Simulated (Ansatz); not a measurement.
# Resistivity from frozen vibrations: Ti(0001) with 2 thermally displaced layers, 2x2

Aim: the resistivity of Ti at 180 K from frozen thermal displacements between perfect leads.

Program: Ansatz 0.2.0. Level of theory: Ansatz plane-wave DFT, PBE, PAW files; ballistic transport by layer matching (Landauer), zero bias; PAW set soft_1. Results are calculated unless marked as measured.

## Step 1: The starting structure

The cell holds 48 atoms: 48 Ti. Cell: a = 5.900 Å, b = 5.900 Å, c = 28.116 Å, α = 90.0°, β = 90.0°, γ = 120.0°. It derives from Ti. Regions: lead, 40 atoms (40 Ti); scattering region, 8 atoms (8 Ti). The structure is stacked along c, and the current runs across the ab planes.

## Step 2: With 2 displaced layers

Each atom of 2 layers is moved at random, by amounts drawn from a normal law 0.0596 Å wide in each direction from the Debye model (420 K) at 180 K. The layers about the cell's end stay perfect and serve as the lead. Disorder leaves little or no symmetry, which makes such runs dear. Energies from -0.05 to 0.05 eV in steps of 0.05 eV are too few for the program's thermal sum, so it prints no conductance; for a metal the transmission near the Fermi level serves, at a fraction of the cost.

Input file input.yaml:

```yaml
crystal:
  lattice:
    - [5.9, 0.0, 0.0]
    - [-2.95, 5.1095498823, 0.0]
    - [0.0, 0.0, 28.116]
  atoms:
    - { symbol: Ti, position: [0.1666666667, 0.3333333333, 0.0416666667] }
    - { symbol: Ti, position: [0.1666666667, 0.8333333333, 0.0416666667] }
    - { symbol: Ti, position: [0.6666666667, 0.3333333333, 0.0416666667] }
    - { symbol: Ti, position: [0.6666666667, 0.8333333333, 0.0416666667] }
    - { symbol: Ti, position: [0.3333333333, 0.1666666667, 0.125] }
    - { symbol: Ti, position: [0.3333333333, 0.6666666667, 0.125] }
    - { symbol: Ti, position: [0.8333333333, 0.1666666667, 0.125] }
    - { symbol: Ti, position: [0.8333333333, 0.6666666667, 0.125] }
    - { symbol: Ti, position: [0.1666666667, 0.3333333333, 0.2083333333] }
    - { symbol: Ti, position: [0.1666666667, 0.8333333333, 0.2083333333] }
    - { symbol: Ti, position: [0.6666666667, 0.3333333333, 0.2083333333] }
    - { symbol: Ti, position: [0.6666666667, 0.8333333333, 0.2083333333] }
    - { symbol: Ti, position: [0.3333333333, 0.1666666667, 0.2916666667] }
    - { symbol: Ti, position: [0.3333333333, 0.6666666667, 0.2916666667] }
    - { symbol: Ti, position: [0.8333333333, 0.1666666667, 0.2916666667] }
    - { symbol: Ti, position: [0.8333333333, 0.6666666667, 0.2916666667] }
    - { symbol: Ti, position: [0.1666666667, 0.3333333333, 0.375] }
    - { symbol: Ti, position: [0.1666666667, 0.8333333333, 0.375] }
    - { symbol: Ti, position: [0.6666666667, 0.3333333333, 0.375] }
    - { symbol: Ti, position: [0.6666666667, 0.8333333333, 0.375] }
    - { symbol: Ti, position: [0.3338326669, 0.1651266348, 0.4596901048] }
    - { symbol: Ti, position: [0.3312700636, 0.660422022, 0.4590993928] }
    - { symbol: Ti, position: [0.8520186493, 0.1777074025, 0.4568424306] }
    - { symbol: Ti, position: [0.8169249106, 0.6594007528, 0.4584208847] }
    - { symbol: Ti, position: [0.1419182794, 0.3307827373, 0.5390271341] }
    - { symbol: Ti, position: [0.1561014386, 0.8269885541, 0.540996567] }
    - { symbol: Ti, position: [0.6768990405, 0.3454865865, 0.5413943587] }
    - { symbol: Ti, position: [0.6765849317, 0.8255787284, 0.5424113606] }
    - { symbol: Ti, position: [0.3333333333, 0.1666666667, 0.625] }
    - { symbol: Ti, position: [0.3333333333, 0.6666666667, 0.625] }
    - { symbol: Ti, position: [0.8333333333, 0.1666666667, 0.625] }
    - { symbol: Ti, position: [0.8333333333, 0.6666666667, 0.625] }
    - { symbol: Ti, position: [0.1666666667, 0.3333333333, 0.7083333333] }
    - { symbol: Ti, position: [0.1666666667, 0.8333333333, 0.7083333333] }
    - { symbol: Ti, position: [0.6666666667, 0.3333333333, 0.7083333333] }
    - { symbol: Ti, position: [0.6666666667, 0.8333333333, 0.7083333333] }
    - { symbol: Ti, position: [0.3333333333, 0.1666666667, 0.7916666667] }
    - { symbol: Ti, position: [0.3333333333, 0.6666666667, 0.7916666667] }
    - { symbol: Ti, position: [0.8333333333, 0.1666666667, 0.7916666667] }
    - { symbol: Ti, position: [0.8333333333, 0.6666666667, 0.7916666667] }
    - { symbol: Ti, position: [0.1666666667, 0.3333333333, 0.875] }
    - { symbol: Ti, position: [0.1666666667, 0.8333333333, 0.875] }
    - { symbol: Ti, position: [0.6666666667, 0.3333333333, 0.875] }
    - { symbol: Ti, position: [0.6666666667, 0.8333333333, 0.875] }
    - { symbol: Ti, position: [0.3333333333, 0.1666666667, 0.9583333333] }
    - { symbol: Ti, position: [0.3333333333, 0.6666666667, 0.9583333333] }
    - { symbol: Ti, position: [0.8333333333, 0.1666666667, 0.9583333333] }
    - { symbol: Ti, position: [0.8333333333, 0.6666666667, 0.9583333333] }
kpoints:
  mp_grid: { grid: [4, 4, 1] }
hamiltonian:
  xc: pbe
  pseudopotentials: { kind: paw, azcp: { folder: soft_1 } }
scf:
  occupations: { method: fermi_dirac, width: 0.1 }
output:
  transmission: { leads: [[0, 8]], kmesh: [8, 8], e_range: [-0.05, 0.05], de: 0.05 }
  write_potential: true
  write_density: true
  volumetric_format: npy
  elf: true
```

The run is started by

```sh
> ansatz run input.yaml --threads 4 --pin off --max-ram 15360MiB --backend cpu --events-out ev --progress --plain --runs-dir out
```

Numbers of over 12 decimals in the logs are rounded to 6 here.

The program printed:

```text
Engine: ansatz 0.2.0, aarch64-unknown-linux-gnu
Pseudopotentials: kind: paw
Pseudopotential: Ti, paw, valence charge 12, recommended cutoff 420 eV (normal), soft_1/Ti.paw.azcp
Functional definition: PBE
  parameter kappa = 0.804
  parameter beta = 0.066725
  exchange = pbe_x(kappa = kappa, mu = beta*pi^2/3)
  correlation = pbe_c(beta = beta)
Crystal: 48 atoms, lattice volume = 847.595 Å³
Basis set: ecut = 420 eV, 16425 PW (Γ)
Bands: 346, of which v1, the nominal top of the filled ones, is band 288 counted from 1 (287 counted from 0)
Symmetry: 1 space group operations
Space group: P1 (ITA 1), of the structure as read, at distance tolerance 9.5e-5 Å
k-points: 10 of 16 (time reversal used)
Non-local potential: Ti, projectors of the file, l = 0: 3, l = 1: 2, l = 2: 3, l = 3: 1
PAW form: soft (Blöchl's): semilocal exchange-correlation on the pseudo side does not see the compensation charge
PAW one-centre angular grid: Ti, 590 points (default); XC on 64 Gauss nodes
Initial density: superposition of atomic densities (chi_scale 0.1, normalization cell)
Initial wavefunctions: pseudopotential atomic-orbital guess
Functional: x = pbe(κ = 0.804, μ = 0.219515), c = pbe(β = 0.066725)
SCF iter   1: F=—  HF=-119994.261419 eV  |F-HF|=—  |Δ(HF+E_count)|=         —  Δρ=5.83e-2  dr2=3.19e1  ethr=3.10e-3  ⟨swp⟩=7.8  Hψ=12371  notcnv=0
preconditioner: auto → Kerker (q_TF=auto, 2.558 Å⁻¹)  [metal: Δε(μ)=0.064 eV  Ē_g=2.561 eV  σ=0.100 eV  W_gap=0.16  n_scr=268 (ndim 8)  ℏωp=17.7 eV  f_vac=0.000  D(μ)=42.68/eV (n_scr^D=380)]
SCF iter   2: F=—  HF=-119986.511969 eV  |F-HF|=—  |Δ(HF+E_count)|=    7.75e0  Δρ=2.60e-2  dr2=6.81e0  ethr=3.10e-3  ⟨swp⟩=2.3  Hψ=5415  notcnv=0
SCF iter   3: F=—  HF=-119984.705627 eV  |F-HF|=—  |Δ(HF+E_count)|=    1.81e0  Δρ=5.70e-3  dr2=2.29e-1  ethr=1.18e-3  ⟨swp⟩=3.7  Hψ=5321  notcnv=0
SCF iter   4: F=—  HF=-119984.704848 eV  |F-HF|=—  |Δ(HF+E_count)|=   7.80e-4  Δρ=1.01e-3  dr2=8.23e-3  ethr=3.97e-5  ⟨swp⟩=2.4  Hψ=5119  notcnv=0
SCF iter   5: F=—  HF=-119984.704880 eV  |F-HF|=—  |Δ(HF+E_count)|=   3.22e-5  Δρ=2.54e-4  dr2=7.66e-4  ethr=1.43e-6  ⟨swp⟩=2.0  Hψ=4372  notcnv=0
SCF iter   6: F=—  HF=-119984.704890 eV  |F-HF|=—  |Δ(HF+E_count)|=   9.98e-6  Δρ=6.14e-5  dr2=3.40e-5  ethr=1.33e-7  ⟨swp⟩=2.2  Hψ=4195  notcnv=0
SCF iter   7: F=—  HF=-119984.706137 eV  |F-HF|=—  |Δ(HF+E_count)|=   1.25e-3  Δρ=1.66e-5  dr2=3.11e-6  ethr=5.90e-9  ⟨swp⟩=2.2  Hψ=4843  notcnv=0
SCF iter   8: F=—  HF=-119984.706136 eV  |F-HF|=—  |Δ(HF+E_count)|=   2.41e-7  Δρ=5.30e-6  dr2=3.39e-7  ethr=5.40e-10  ⟨swp⟩=2.1  Hψ=4424  notcnv=0
SCF iter   9: F=-119984.706136 eV  HF=-119984.706136 eV  |F-HF|=1.16e-8  |Δ(HF+E_count)|=   1.34e-8  Δρ=1.18e-6  dr2=1.64e-8  ethr=1.74e-11  ⟨swp⟩=8.5  Hψ=8361  notcnv=0
SCF 1 converged in 9 iterations: F = -119984.706136 eV  dr2 = 1.64e-8
  greatest PAW one-centre occupation: 0.999 electrons in one spin orbital (limit 2), on the Ti atom at site 29 (counted from 0), in its partial waves of l = 0
transmission: 123 of 1190 steps passed
transmission: 246 of 1190 steps passed
[...]
transmission: 1190 of 1190 steps passed
SCF converged after 9 iterations
Free energy (F): -119984.706136 eV
Harris-Foulkes:  -119984.706136 eV  (|F-HF|=1.16e-8)
Internal energy: -119982.860222 eV  (E = F + TS)
E sigma→0 (E₀):  -119983.783179 eV
Entropy (-TS):   -1.845914 eV (-38.457 meV/atom)
Fermi energy:    13.008885 eV
--- Per-component energies (eV) ---
  E_band       = -7763.289148
  E_kinetic    = 13472.509453
  E_local      = -42369.546400  (includes V_loc(G=0)·N_el)
  E_nonlocal   = 2898.276108
  E_hartree    = 16772.853328
  E_xc         = -5568.557511
  E_vxc        = -6972.107695  (∫ρ·V_xc dr)
  E_paw        = -50018.888118  (= ΣΔE_a)
  E_vpaw       = -8338.110546  (= ΣTr[D̂ρ^β])
  E_aug_tail   = -0.003892  (compensation charges beyond the density's cutoff)
  E_ewald      = -55169.503189
  E_smearing   = -1.845914  (= −TS)
  E_closure    = 0.000000  (closes the sum)
  Σ components = -119984.706136   (vs F -119984.706136, Δ=0.00e0)
--- Band table (eV; the first three rows and the last of 10) ---
  k-point 0: bands = [... 284 lower, 13.5294, 13.5301, 13.5386, 13.6062, 13.6244, 13.6326, 13.6366, 13.6455, ... 54 higher]
  k-point 1: bands = [... 284 lower, 13.2553, 13.2617, 13.2737, 13.2758, 13.2875, 13.2885, 13.3160, 13.3283, ... 54 higher]
  k-point 2: bands = [... 284 lower, 12.7852, 12.7899, 12.8272, 12.8398, 12.8907, 12.9087, 12.9246, 12.9281, ... 54 higher]
  k-point 9: bands = [... 284 lower, 12.7826, 12.7974, 12.8184, 12.8329, 12.9030, 12.9125, 12.9252, 12.9296, ... 54 higher]
--- Transmission ---
  basis      : 253 plane waves across, 35 finite elements along
  points     : 34, standing for a mesh of 8 x 8
  energies   : 3 from -0.050000 to 0.050000 eV about the Fermi level, 0.050000 eV apart; the leads are filled to 0.000000 eV, and channels, transmission and decay are at 0.000000 eV
  crystal 0  : Ti8, at the sites [0, 8], period 4.6860 Å, over 23.43 Å; its Hamiltonian steps by up to 3.5 meV
    offset         : up to 0.0000 Å between an atom of the period and one for which it stands
    channels       : 2.656250e0 a spin
    conductance    : none, the energies end too early or step too widely for 300 K: set another output.transmission.e_range or a lower de, or, where they end at an eighth of basis.ecutwfc, a higher one
  junction   : crystal 0 to crystal 0, 0.70 to 24.13 Å
    transmission   : 2.478466e0 a spin
    conductance    : none, the energies end too early or step too widely for 300 K: set another output.transmission.e_range or a lower de, or, where they end at an eighth of basis.ecutwfc, a higher one
```

Wall time 9.6 min (4 threads of Arm Neoverse V1, shared host); peak memory 5.9 GiB.

The column dr2 measures how far the density is from self-consistency, as an energy; F and HF (Harris–Foulkes) agree once it is small.

This step gave:

- free energy: -119984.7061 eV
- energy at zero smearing: -119983.7832 eV
- Fermi energy: 13.01 eV
- cell area: 30.15 Å²
- transmission per spin nearest the Fermi level: 2.478
- open channels per spin nearest the Fermi level: 2.656
- step of the lead's potential: 3.5 meV

Per spin. Transmission, zone mean against energy, zero at the Fermi level:

| energy (eV) | transmission, zone mean |
| --- | --- |
| -0.0500 | 2.12 |
| 0.0000 | 2.48 |
| 0.0500 | 2.75 |

Per spin. The open channels, zone mean, lead by energy, zero at the Fermi level:

| energy (eV) | open channels, zone mean, lead |
| --- | --- |
| -0.0500 | 2.25 |
| 0.0000 | 2.66 |
| 0.0500 | 3.22 |

Transmission over k1 and k2. At 0.0000 eV from the Fermi level.

Ten even steps from '_' (1.43) to '@' (5.24):
```
..@@----@@......
..--......--..__
__--........==__
++@@....__....@@
____==........--
..__..--......--
........@@----@@
++......++......
```
Columns: k1 (b1) from -0.5 to 0.375; rows upwards: k2 (b2) from -0.5 to 0.375.

Open channels over k1 and k2. At 0.0000 eV from the Fermi level.

Ten even steps from '_' (2.00) to '@' (6.00):
```
__@@::::@@______
__::______::____
__::________::__
++@@__________@@
____::________::
______::______::
________@@::::@@
++______++______
```
Columns: k1 (b1) from -0.5 to 0.375; rows upwards: k2 (b2) from -0.5 to 0.375.

ELF in the ca plane at fractional y = 0.165, with atoms of Ti within 0.2 Å of it. It is the smooth field of the valence electrons, not physical close to the nuclei.

Ten even steps from '0' (0.10) to '9' (0.73), each cell a mean:
```
12311574013211230278402210023115730232113301
77515999416777741799932655574169993267777417
99517989616999951898942799995289894279998428
66514998315656640599712666674159982266566416
12310453023111231033103311123114520221112311
10132001231011024210134100002320013310100232
20155223540022015422354001002542235400310254
00231000231010023100013100003310002310100231
12311574013211231157401321133015730232113301
77515999416777751599941677763169993267777417
99517989617999951798961699983289894279998428
66414998315655650499831576663159982266566416
12310453023111131035302321123114520231112311
10142001231011024210133101003310013310100232
20155223540022015421353013102542235400210254
00231000231010023000023002102310002310100231
```
Columns run along c (16.0 Å, from fractional 0.22 to 0.78 of the cell), rows up along a (5.9 Å). Atoms in or near the plane, at fractional coordinates: Ti at (0.29, 0.33), Ti at (0.29, 0.83), Ti at (0.46, 0.33), Ti at (0.46, 0.85), Ti at (0.62, 0.33), Ti at (0.62, 0.83).

Valence density in the ca plane at fractional y = 0.165, with atoms of Ti within 0.2 Å of it. It is the smooth field of the valence electrons, not physical close to the nuclei.

Values in units of 1e0 e/Å³, 9 rows by 16 columns, each cell a mean:
```
0.2 0.8 3.3 0.3 0.2 0.2 2.7 2.6 0.2 0.3 0.3 3.2 1.0 0.2 0.2 0.6
0.2 1.9 7.9 0.4 0.2 0.2 4.8 4.5 0.2 0.2 0.4 7.5 2.3 0.2 0.2 1.3
0.2 0.5 1.6 0.2 0.3 0.2 0.8 0.7 0.2 0.2 0.2 1.6 0.5 0.2 0.2 0.4
0.4 0.2 0.2 0.2 0.5 0.2 0.2 0.2 0.2 0.4 0.2 0.2 0.2 0.3 0.4 0.2
0.3 0.3 0.9 0.2 0.3 0.2 0.5 0.7 0.2 0.2 0.2 0.8 0.3 0.2 0.3 0.3
0.2 1.7 7.0 0.4 0.2 0.2 3.9 5.1 0.2 0.2 0.3 6.7 2.0 0.2 0.2 1.1
0.2 1.2 4.9 0.3 0.2 0.2 2.6 3.4 0.2 0.2 0.3 4.7 1.4 0.2 0.2 0.8
0.3 0.2 0.4 0.2 0.4 0.2 0.3 0.3 0.2 0.3 0.2 0.4 0.2 0.3 0.3 0.2
0.3 0.2 0.2 0.2 0.4 0.2 0.2 0.2 0.3 0.5 0.2 0.2 0.2 0.3 0.4 0.2
```
Columns run along c (16.0 Å, from fractional 0.22 to 0.78 of the cell), rows up along a (5.9 Å). Atoms in or near the plane, at fractional coordinates: Ti at (0.29, 0.33), Ti at (0.29, 0.83), Ti at (0.46, 0.33), Ti at (0.46, 0.85), Ti at (0.62, 0.33), Ti at (0.62, 0.83).

Electrostatic potential energy in the ca plane at fractional y = 0.165, with atoms of Ti within 0.2 Å of it. With pseudopotentials it is smooth inside the atoms' cores, unlike the true potential.

Values in eV, 9 rows by 16 columns, each cell a mean:
```
 12  -1 -19   9  12  12 -15 -13  11  10  10 -19  -2  12  12   2
 14  -8 -28   5  14  13 -21 -20  13  14   7 -27 -10  14  14  -4
 10   4 -10  10   9  12  -1   0  13  10  11 -10   3  11  10   6
  3  13  12  13  -2   9  13  13  11   2  13  12  13   4   2  13
  9   8  -3  11   6  11   3   0  12   8  12  -3   7   9   8   9
 14  -7 -27   6  14  13 -17 -22  12  14   7 -26  -9  14  14  -3
 13  -4 -24   8  13  13 -13 -18  12  14   9 -23  -6  13  13   0
  6  11   5  12   2  10   8   7  10   5  13   5  10   7   5  11
  5  12   9  12   0   9   9   9   8  -2  12  10  12   6   3  13
```
Columns run along c (16.0 Å, from fractional 0.22 to 0.78 of the cell; values clipped at the 3rd and 97th percentile), rows up along a (5.9 Å). Atoms in or near the plane, at fractional coordinates: Ti at (0.29, 0.33), Ti at (0.29, 0.83), Ti at (0.46, 0.33), Ti at (0.46, 0.85), Ti at (0.62, 0.33), Ti at (0.62, 0.83).

Over the solved energies the transmission per spin lies between 2.12 and 2.75, out of 2.71 channels of the lead on average (up to 3.22).

(Part 1 of 2 ends here.)

[Logs are printed without paths, hosts, clocks, repeated set-up lines and the standing remarks that a program may print on its own settings, such as how far it seeks lower states.]

[Hosts, paths, dates, database ids (printed as entryN), source tags and the programs' standing remarks are cut or masked in the printed files.]
